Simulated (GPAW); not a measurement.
# STM contrast on O/Ti(0001)

Wanted: filled- and empty-state images of O/Ti(0001), with its work function.

Main program and level: GPAW 26.7.0; GPAW, PAW setups; slab in vacuum, relaxation, in the first sound run; inputs show where later runs differ.

This is a report of a sequence of runs, with most program output left out.

## (1) Starting point

The cell holds 5 atoms: 4 Ti and 1 O. Its edges and angles: a = 2.950 Å, b = 2.950 Å, c = 26.512 Å, α = 90.0°, β = 90.0°, γ = 60.0°. Vacuum lies along c.

## (2) Relaxing the atoms

The atoms are relaxed first, since the surface dipole, and with it the work function, follows the positions of the outer layers. The lowest 2 atoms are held at bulk positions and keep their forces.

Input file run.py:

```python
import json
import numpy as np
from ase import Atoms
from ase.constraints import FixAtoms
from ase.optimize import BFGS
from gpaw import GPAW, PW

slab = Atoms(
    ['Ti', 'Ti', 'Ti', 'Ti', 'O'],
    positions=[
        [2.95000, 1.70318, 9.00000],
        [0.00000, 0.00000, 11.34230],
        [2.95000, 1.70318, 13.68460],
        [0.00000, 0.00000, 16.02690],
        [1.47500, 0.85159, 17.51242]],
    cell=[[2.95, 0.0, 0.0], [1.475, 2.55477, 0.0], [0.0, 0.0, 26.51242]],
    pbc=[True, True, False])

slab.calc = GPAW(mode=PW(500), xc='PBE', kpts={'size': (12, 12, 1), 'gamma': True},
                 occupations={'name': 'fermi-dirac', 'width': 0.1}, nbands='160%',
                 convergence={'density': 1e-05}, maxiter=200,
                 poissonsolver={'dipolelayer': 'xy'},
                 symmetry={'tolerance': 1e-3, 'extra_ids': [1, 1, 0, 0, 0]}, txt='slab.txt')
result = {}
slab.set_constraint(FixAtoms([0, 1]))
path = []
opt = BFGS(slab, maxstep=0.2)
opt.attach(lambda: path.append((slab.get_potential_energy(), slab.positions.tolist(), slab.get_forces().tolist())))
result['relaxed'] = bool(opt.run(fmax=0.03, steps=40))
result['path'] = path
energy = slab.get_potential_energy()
fermi = slab.calc.get_fermi_level()
v = slab.calc.get_electrostatic_potential().mean((0, 1)) - fermi
n = slab.calc.get_pseudo_density().mean((0, 1))
L = slab.cell[2, 2]
z = np.arange(len(v)) * L / len(v)
low, high = slab.positions[:, 2].min(), slab.positions[:, 2].max()
below, above = np.interp([low - 6.8, high + 6.8], z, v)
slopes = [np.interp(x, z, np.gradient(v, z)) for x in (low - 6.8, high + 6.8)]
eps = np.array([[slab.calc.get_eigenvalues(k, s) for k in range(len(slab.calc.get_ibz_k_points()))]
                for s in range(slab.calc.get_number_of_spins())]) - fermi
top, bottom = eps[eps < 0].max(), eps[eps > 0].min()
dipole = slab.get_dipole_moment()[2]
print(f'energy {energy:.4f} eV, Fermi level {fermi:.4f} eV, dipole {dipole:.5f} e A')
print(f'potential 6.8 A off the faces, from the Fermi level: lower {below:.4f} eV, upper {above:.4f} eV')
print(f'slope of the potential there: lower {slopes[0]:.5f}, upper {slopes[1]:.5f} eV/A')
print(f'nearest levels on the mesh: {top:.4f} and {bottom:.4f} eV')
print('magnetic moment', round(slab.get_magnetic_moment(), 3))
result.update(energy=energy, fermi=fermi, dipole=dipole, below=below, above=above, slopes=slopes, edges=[top, bottom],
              z=z.tolist(), v=v.tolist(), n=n.tolist(), positions=slab.positions.tolist(),
              forces=slab.get_forces(apply_constraint=False).tolist(), moments=slab.get_magnetic_moments().tolist())
json.dump(result, open('result.json', 'w'))
```

Started as:

```
$ OMP_NUM_THREADS=1 OPENBLAS_NUM_THREADS=1 python run.py
```

Wall time 30 min (1 thread of Arm Neoverse V2, shared host); peak memory 0.28 GiB.

This run has no spin polarisation, although Ti can carry a moment.

The steps of the relaxation:

| step | energy less that of the first step (eV) | largest force (eV/Å) |
| --- | --- | --- |
| 1 | 0.0000 | 5.9210 |
| 2 | -0.9297 | 5.0715 |
| 3 | -2.1115 | 0.8433 |
| 4 | -2.1283 | 0.4256 |
| 5 | -2.1321 | 0.3164 |
| 6 | -2.1424 | 0.3190 |
| 7 | -2.1473 | 0.2539 |
| 8 | -2.1490 | 0.1139 |
| 9 | -2.1495 | 0.0903 |
| 10 | -2.1500 | 0.1129 |
| 11 | -2.1515 | 0.2016 |
| 12 | -2.1566 | 0.3582 |
| 13 | -2.1561 | 0.5742 |
| 14 | -2.1623 | 0.3182 |
| 15 | -2.1646 | 0.1781 |
| 16 | -2.1660 | 0.0077 |

The atoms that moved most (Å):

| atom | dx | dy | dz | length |
| --- | --- | --- | --- | --- |
| O5 | 0.000 | 0.000 | -0.473 | 0.473 |
| Ti4 | 0.000 | 0.000 | 0.138 | 0.138 |
| Ti3 | 0.000 | 0.000 | -0.010 | 0.010 |

The relaxed structure:

```cif
data_structure
_symmetry_space_group_name_H-M 'P 1'
_symmetry_Int_Tables_number 1
_cell_length_a 2.9500
_cell_length_b 2.9500
_cell_length_c 26.5124
_cell_angle_alpha 90.000
_cell_angle_beta 90.000
_cell_angle_gamma 60.000
_cell_volume 199.81
loop_
_atom_site_label
_atom_site_type_symbol
_atom_site_fract_x
_atom_site_fract_y
_atom_site_fract_z
_atom_site_occupancy
Ti1 Ti 0.66667 0.66667 0.33946 1
Ti2 Ti 0.00000 0.00000 0.42781 1
Ti3 Ti 0.66667 0.66667 0.51578 1
Ti4 Ti 0.00000 0.00000 0.60973 1
O5 O 0.33333 0.33333 0.64271 1
```

This step gave:

* dipole along the normal: -0.02780 e·Å
* levels nearest the Fermi level on the mesh: -0.009605, 0.02603 eV from the Fermi level
* upper work function: 5.083 eV
* lower work function: 4.434 eV

The electrostatic potential energy of an electron (without an applied field's), less the Fermi level, planar mean by z:

| z (Å) | electrostatic potential energy of an electron (without an applied field's), less the Fermi level, planar mean (eV) |
| --- | --- |
| 0.0 | 4.76 |
| 0.5 | 4.44 |
| 1.0 | 4.44 |
| 1.5 | 4.43 |
| 2.0 | 4.43 |
| 2.5 | 4.43 |
| 3.0 | 4.43 |
| 3.5 | 4.43 |
| 4.0 | 4.43 |
| 4.5 | 4.43 |
| 5.0 | 4.42 |
| 5.5 | 4.41 |
| 6.0 | 4.36 |
| 6.5 | 4.21 |
| 7.0 | 3.77 |
| 7.5 | 2.53 |
| 8.0 | -0.744 |
| 8.5 | -9.44 |
| 9.0 | -19.6 |
| 9.5 | -8.88 |
| 10.0 | -0.725 |
| 10.5 | -2.10 |
| 11.0 | -13.3 |
| 11.5 | -17.9 |
| 12.0 | -5.24 |
| 12.5 | -0.412 |
| 13.0 | -4.86 |
| 13.5 | -17.4 |
| 14.0 | -13.7 |
| 14.5 | -1.98 |
| 15.0 | 0.558 |
| 15.5 | -5.29 |
| 16.0 | -18.6 |
| 16.5 | -16.2 |
| 17.0 | -14.7 |
| 17.5 | -0.590 |
| 18.0 | 4.21 |
| 18.5 | 4.94 |
| 19.0 | 5.06 |
| 19.5 | 5.08 |
| 20.0 | 5.08 |
| 20.5 | 5.08 |
| 21.0 | 5.08 |
| 21.5 | 5.08 |
| 22.0 | 5.08 |
| 22.5 | 5.08 |
| 23.0 | 5.08 |
| 23.5 | 5.08 |
| 24.0 | 5.08 |
| 24.5 | 5.08 |
| 25.0 | 5.08 |
| 25.5 | 5.08 |
| 26.0 | 5.08 |

Table of pseudo valence density, planar mean by z:

| z (Å) | pseudo valence density, planar mean (e/Å³) |
| --- | --- |
| 4.5 | 7.0e-5 |
| 5.0 | 2.2e-4 |
| 5.5 | 6.5e-4 |
| 6.0 | 0.00201 |
| 6.5 | 0.00596 |
| 7.0 | 0.0165 |
| 7.5 | 0.0423 |
| 8.0 | 0.117 |
| 8.5 | 0.608 |
| 9.0 | 1.56 |
| 9.5 | 0.631 |
| 10.0 | 0.207 |
| 10.5 | 0.259 |
| 11.0 | 0.978 |
| 11.5 | 1.41 |
| 12.0 | 0.400 |
| 12.5 | 0.189 |
| 13.0 | 0.381 |
| 13.5 | 1.38 |
| 14.0 | 1.01 |
| 14.5 | 0.256 |
| 15.0 | 0.178 |
| 15.5 | 0.367 |
| 16.0 | 1.40 |
| 16.5 | 1.29 |
| 17.0 | 1.06 |
| 17.5 | 0.443 |
| 18.0 | 0.0675 |
| 18.5 | 0.0108 |
| 19.0 | 0.00176 |
| 19.5 | 3.0e-4 |
| 20.0 | 5.6e-5 |

The relaxation lowered the energy of the cell by 2.17 eV (energies extrapolated to zero smearing; the optimiser's log prints free energies). The largest force left on a free atom is 0.0077 eV/Å.

## (3) Plane waves, PBE

The work function is the vacuum plateau of the electrostatic potential less the Fermi level; a dipole layer lets the two faces have plateaus of their own.

This step: GPAW, PAW setups; slab in vacuum (GPAW 26.7.0).

Edit run.py of step 2 so:

```diff
@@ -3,4 +3,3 @@
 from ase import Atoms
-from ase.constraints import FixAtoms
-from ase.optimize import BFGS
+from ase.dft.stm import STM
 from gpaw import GPAW, PW
@@ -12,5 +11,5 @@
         [0.00000, 0.00000, 11.34230],
-        [2.95000, 1.70318, 13.68460],
-        [0.00000, 0.00000, 16.02690],
-        [1.47500, 0.85159, 17.51242]],
+        [2.95000, 1.70318, 13.67460],
+        [-0.00000, -0.00000, 16.16536],
+        [1.47500, 0.85159, 17.03992]],
     cell=[[2.95, 0.0, 0.0], [1.475, 2.55477, 0.0], [0.0, 0.0, 26.51242]],
@@ -22,10 +21,4 @@
                  poissonsolver={'dipolelayer': 'xy'},
-                 symmetry={'tolerance': 1e-3, 'extra_ids': [1, 1, 0, 0, 0]}, txt='slab.txt')
+                 symmetry={'tolerance': 1e-3}, txt='slab.txt')
 result = {}
-slab.set_constraint(FixAtoms([0, 1]))
-path = []
-opt = BFGS(slab, maxstep=0.2)
-opt.attach(lambda: path.append((slab.get_potential_energy(), slab.positions.tolist(), slab.get_forces().tolist())))
-result['relaxed'] = bool(opt.run(fmax=0.03, steps=40))
-result['path'] = path
 energy = slab.get_potential_energy()
@@ -51,2 +44,16 @@
               forces=slab.get_forces(apply_constraint=False).tolist(), moments=slab.get_magnetic_moments().tolist())
+
+# Images need the states of the whole zone, up to time reversal
+slab.calc = slab.calc.fixed_density(symmetry={'point_group': False}, txt='states.txt', nbands='250%',
+                                    convergence={'bands': 'CBM+1.3'})
+stm = STM(slab)
+result['stm'] = []
+for bias in [-1.0, 1.0]:
+    height = high + 3.0
+    current = stm.get_averaged_current(bias, height)
+    x, y, h = stm.scan(bias, current)
+    i, f = divmod(height / L * stm.ldos.shape[2], 1)
+    I = abs((1 - f) * stm.ldos[:, :, int(i)] + f * stm.ldos[:, :, int(i) + 1])
+    print(f'bias {bias} V: mean current at 3.0 A {current:.4e}, corrugation {np.ptp(h):.4f} A')
+    result['stm'].append(dict(bias=bias, current=current, h=(h - high).tolist(), I=I.tolist()))
 json.dump(result, open('result.json', 'w'))
```

The job ended after 6.7 min (1 thread; peak memory 0.83 GiB).

Numbers from this step:

```
dipole along the normal                    : -0.02779 e·Å
levels nearest the Fermi level on the mesh : -0.009620, 0.02605 eV from the Fermi level
corrugation -1                             : 0.1292 Å
corrugation 1                              : 0.1884 Å
```

The electrostatic potential energy of an electron (without an applied field's), less the Fermi level, planar mean oscillates, so the rows of the table below give means over windows of 1 Å about each position, cut where the curve ends. Its maxima inside the range that stand out by 2 % of the span (Å: eV): 10.1: -0.201, 12.5: -0.410, 14.9: 0.714, 16.8: -13.8. Its minima: 9.0: -19.7, 11.4: -19.5, 13.6: -19.3, 16.2: -20.5, 16.9: -15.0.

The electrostatic potential energy of an electron (without an applied field's), less the Fermi level, planar mean by z; means over each step:

| z (Å) | electrostatic potential energy of an electron (without an applied field's), less the Fermi level, planar mean (eV) |
| --- | --- |
| 0 | 4.56 |
| 1 | 4.44 |
| 2 | 4.43 |
| 3 | 4.43 |
| 4 | 4.43 |
| 5 | 4.42 |
| 6 | 4.34 |
| 7 | 3.64 |
| 8 | -1.64 |
| 9 | -15.4 |
| 10 | -2.31 |
| 11 | -12.3 |
| 12 | -6.80 |
| 13 | -6.46 |
| 14 | -12.4 |
| 15 | -0.829 |
| 16 | -15.5 |
| 17 | -11.3 |
| 18 | 3.58 |
| 19 | 5.04 |
| 20 | 5.08 |
| 21 | 5.08 |
| 22 | 5.08 |
| 23 | 5.08 |
| 24 | 5.08 |
| 25 | 5.08 |
| 26 | 5.04 |

The pseudo valence density, planar mean oscillates, so the rows of the table below give means over windows of 2.27 Å about each position, cut where the curve ends. Its maxima inside the range that stand out by 2 % of the span (Å: e/Å³): 9.1: 1.56, 11.4: 1.62, 13.6: 1.61, 16.3: 1.62. Its minima: 10.2: 0.192, 12.5: 0.189, 15.0: 0.175.

The pseudo valence density, planar mean by z; means over each step:

| z (Å) | pseudo valence density, planar mean (e/Å³) |
| --- | --- |
| 3.41 | 1.5e-5 |
| 5.68 | 0.00233 |
| 7.95 | 0.402 |
| 10.22 | 0.654 |
| 12.49 | 0.659 |
| 14.76 | 0.569 |
| 17.03 | 0.866 |
| 19.30 | 0.00459 |
| 21.57 | 2.4e-6 |

Tip height over the top atom over a1 and a2. Sample bias -1 V, constant current at the mean current 3.0 Å over the top atom.

Values in Å, 16 rows by 16 columns:
```
2.99 2.99 3.00 3.00 3.00 2.99 2.99 3.00 3.00 3.00 3.00 2.99 2.99 3.00 3.00 3.00
3.01 3.01 3.01 3.00 2.99 2.98 2.97 2.97 2.97 2.97 2.97 2.97 2.97 2.98 2.99 3.00
3.01 3.02 3.02 3.01 3.00 2.98 2.97 2.96 2.96 2.94 2.94 2.96 2.96 2.97 2.98 3.00
3.01 3.02 3.03 3.02 3.01 2.99 2.97 2.96 2.95 2.94 2.92 2.94 2.95 2.96 2.97 2.99
3.01 3.02 3.04 3.04 3.02 3.01 2.99 2.97 2.96 2.94 2.92 2.92 2.94 2.96 2.97 2.99
3.01 3.02 3.04 3.05 3.04 3.02 3.01 3.00 2.97 2.94 2.92 2.92 2.92 2.94 2.97 3.00
3.02 3.02 3.02 3.03 3.03 3.02 3.02 3.02 3.00 2.97 2.94 2.94 2.94 2.94 2.97 3.00
3.02 3.02 3.02 3.02 3.02 3.02 3.02 3.02 3.02 3.00 2.97 2.96 2.95 2.96 2.97 3.00
3.02 3.02 3.02 3.02 3.03 3.03 3.02 3.02 3.02 3.02 3.00 2.97 2.96 2.96 2.97 3.00
3.01 3.02 3.02 3.02 3.03 3.04 3.03 3.02 3.02 3.02 3.01 2.99 2.97 2.97 2.97 2.99
3.01 3.02 3.02 3.02 3.03 3.04 3.04 3.03 3.02 3.02 3.02 3.01 2.99 2.98 2.98 2.99
3.01 3.02 3.04 3.03 3.02 3.03 3.03 3.03 3.02 3.03 3.04 3.02 3.01 3.00 2.99 3.00
3.01 3.02 3.04 3.05 3.03 3.02 3.02 3.02 3.02 3.03 3.05 3.04 3.02 3.01 3.00 3.00
3.01 3.02 3.03 3.04 3.04 3.02 3.02 3.02 3.02 3.02 3.04 3.04 3.03 3.02 3.01 3.00
2.99 3.01 3.02 3.02 3.02 3.02 3.02 3.02 3.02 3.02 3.02 3.02 3.02 3.02 3.01 2.99
2.98 2.99 3.01 3.01 3.01 3.01 3.01 3.02 3.02 3.02 3.01 3.01 3.01 3.01 3.01 2.99
```
Columns: a1 from 0 to 0.938; rows upwards: a2 from 0 to 0.938.

Local density of states summed over the bias window over a1 and a2. Sample bias -1 V, constant height 3.0 Å over the top atom.

Values in units of 1e-6 arbitrary, 16 rows by 16 columns:
```
4.8 4.8 5.0 5.0 4.9 4.8 4.9 4.9 5.0 5.0 4.9 4.9 4.8 4.9 5.0 5.0
5.1 5.1 5.1 5.0 4.8 4.6 4.5 4.6 4.7 4.7 4.7 4.6 4.5 4.6 4.8 5.0
5.2 5.3 5.3 5.2 4.9 4.6 4.3 4.3 4.4 4.3 4.3 4.4 4.3 4.3 4.6 4.9
5.1 5.3 5.4 5.3 5.1 4.8 4.5 4.3 4.2 4.1 3.9 4.1 4.2 4.3 4.5 4.8
5.1 5.3 5.5 5.5 5.3 5.1 4.9 4.6 4.4 4.1 3.7 3.7 4.1 4.4 4.6 4.9
5.1 5.2 5.4 5.6 5.4 5.2 5.1 4.9 4.7 4.3 3.9 3.7 3.9 4.3 4.7 4.9
5.2 5.2 5.3 5.4 5.4 5.3 5.2 5.2 5.0 4.7 4.3 4.1 4.1 4.3 4.7 5.0
5.3 5.3 5.2 5.3 5.3 5.3 5.2 5.3 5.3 5.0 4.7 4.4 4.2 4.4 4.7 5.0
5.2 5.3 5.2 5.3 5.4 5.4 5.3 5.2 5.3 5.2 4.9 4.6 4.3 4.3 4.6 4.9
5.1 5.2 5.2 5.3 5.4 5.5 5.4 5.3 5.2 5.2 5.1 4.9 4.5 4.3 4.5 4.9
5.1 5.2 5.3 5.3 5.4 5.5 5.5 5.4 5.3 5.3 5.2 5.1 4.8 4.6 4.6 4.8
5.1 5.3 5.4 5.4 5.3 5.4 5.4 5.4 5.3 5.4 5.4 5.3 5.1 4.9 4.8 4.9
5.2 5.3 5.5 5.6 5.4 5.3 5.3 5.3 5.3 5.4 5.6 5.5 5.3 5.2 5.0 5.0
5.1 5.3 5.4 5.5 5.4 5.3 5.2 5.2 5.2 5.3 5.4 5.5 5.4 5.3 5.1 5.0
4.8 5.1 5.3 5.3 5.3 5.2 5.2 5.3 5.3 5.2 5.2 5.3 5.3 5.3 5.1 4.8
4.7 4.8 5.1 5.2 5.1 5.1 5.1 5.2 5.3 5.2 5.1 5.1 5.1 5.2 5.1 4.8
```
Columns: a1 from 0 to 0.938; rows upwards: a2 from 0 to 0.938.

Tip height over the top atom over a1 and a2. Sample bias 1 V, constant current at the mean current 3.0 Å over the top atom.

Ten even steps from '0' (2.91 Å) to '9' (3.10 Å):
```
0012234566543221
2222223444443222
2332222332233222
3444333322122333
4566544432112344
6678766542111245
6778877664222246
7778987776432346
6778998776543345
6778999877643234
4678999987643223
3578999998753222
2468888888864222
2346777777764321
0234567777654320
0022346676643220
```
Columns: a1 from 0 to 0.938; rows upwards: a2 from 0 to 0.938.

Local density of states summed over the bias window over a1 and a2. Sample bias 1 V, constant height 3.0 Å over the top atom.

Ten even steps from '0' (2.81 × 1e-6 arbitrary) to '9' (4.70 × 1e-6 arbitrary):
```
0012235666653221
2222223454543222
3333222233332222
3454333222222233
5566555432112345
6678766653212356
7789987764322346
7779997776532356
7778998777642246
6778999877653235
5689999998653223
3579999999753222
3468998899864322
2356787778765321
0234567777654320
0023356777653320
```
Columns: a1 from 0 to 0.938; rows upwards: a2 from 0 to 0.938.

Force by atom:

| atom | x (eV/Å) | y (eV/Å) | z (eV/Å) | size |
| --- | --- | --- | --- | --- |
| Ti1 | 0.000 | 0.000 | 0.482 | 0.482 |
| Ti2 | 0.000 | 0.000 | -0.476 | 0.476 |
| Ti3 | 0.000 | 0.000 | 0.002 | 0.002 |
| Ti4 | 0.000 | 0.000 | -0.004 | 0.004 |
| O5 | 0.000 | 0.000 | -0.008 | 0.008 |

The potential is flat to 0.001 eV/Å where it is read, so the vacuum is wide enough.

## (4) A changed run

One more run, with changed settings.

Edit run.py of step 3 so:

```diff
@@ -3,4 +3,4 @@
 from ase import Atoms
-from ase.dft.stm import STM
 from gpaw import GPAW, PW
+from gpaw.external import ConstantElectricField
 
@@ -19,4 +19,5 @@
                  occupations={'name': 'fermi-dirac', 'width': 0.1}, nbands='160%',
-                 convergence={'density': 1e-05}, maxiter=200,
+                 convergence={'density': 1e-05}, maxiter=50,
                  poissonsolver={'dipolelayer': 'xy'},
+                 external=ConstantElectricField(1.5, [0, 0, 1]),
                  symmetry={'tolerance': 1e-3}, txt='slab.txt')
@@ -44,16 +45,2 @@
               forces=slab.get_forces(apply_constraint=False).tolist(), moments=slab.get_magnetic_moments().tolist())
-
-# Images need the states of the whole zone, up to time reversal
-slab.calc = slab.calc.fixed_density(symmetry={'point_group': False}, txt='states.txt', nbands='250%',
-                                    convergence={'bands': 'CBM+1.3'})
-stm = STM(slab)
-result['stm'] = []
-for bias in [-1.0, 1.0]:
-    height = high + 3.0
-    current = stm.get_averaged_current(bias, height)
-    x, y, h = stm.scan(bias, current)
-    i, f = divmod(height / L * stm.ldos.shape[2], 1)
-    I = abs((1 - f) * stm.ldos[:, :, int(i)] + f * stm.ldos[:, :, int(i) + 1])
-    print(f'bias {bias} V: mean current at 3.0 A {current:.4e}, corrugation {np.ptp(h):.4f} A')
-    result['stm'].append(dict(bias=bias, current=current, h=(h - high).tolist(), I=I.tolist()))
 json.dump(result, open('result.json', 'w'))
```

It took 12 min on 1 thread; peak memory 0.6 GiB.

The run finished. A setting was moved off its sound value on purpose, so it serves as a test and not as the result.

The fault put into the input: a field far too strong (field = 1.5).

Side by side:

| quantity | this run | sound run | difference |
| --- | --- | --- | --- |
| dipole along the normal (e·Å) | 0.81746 | -0.027788 | 0.845 |

The dipole along the normal changes sign: 0.817 e·Å against -0.0278 e·Å.

## (5) Results

* work function, upper and lower face: 5.083 and 4.434 eV
* dipole along the normal: -0.0278 e Å
* corrugation at -1 V: 0.129 Å as printed, 0.11 Å or less without short-wave noise
* corrugation at 1 V: 0.188 Å

In words: At -1 V GPAW's map carries short-wave noise, which can't be real at this height: without waves under 1.5 Å it spans 0.11 Å against 0.13 Å printed. The reading below uses the filtered value, which may still be too high. The corrugation at constant current is largest at 1 V, where the tip height varies by 0.19 Å over the cell. Negative sample bias images filled states, positive bias empty ones. The two faces differ by 0.65 eV, the step that the slab's dipole makes (e p/(ε0 A) gives 0.67 eV), so the dipole layer is needed. The images are of Tersoff-Hamann type: an s-wave tip, no tip-sample forces, heights closer than in a microscope. The cell of 7.54 Å² holds one O, started on one chosen site; other sites and coverages weren't tried. The runs had no spin polarisation, so a magnetic state, which thin layers of d-metal atoms can have, wasn't tested. The in-plane lattice was kept as typed, which isn't the functional's own and leaves some strain; spin-orbit coupling and temperature are left out.

[Logs are printed without paths, hosts, clocks, repeated set-up lines and the standing remarks that a program may print on its own settings, such as how far it seeks lower states.]

[Hosts, paths, dates, database ids (printed as entryN), source tags and the programs' standing remarks are cut or masked in the printed files.]
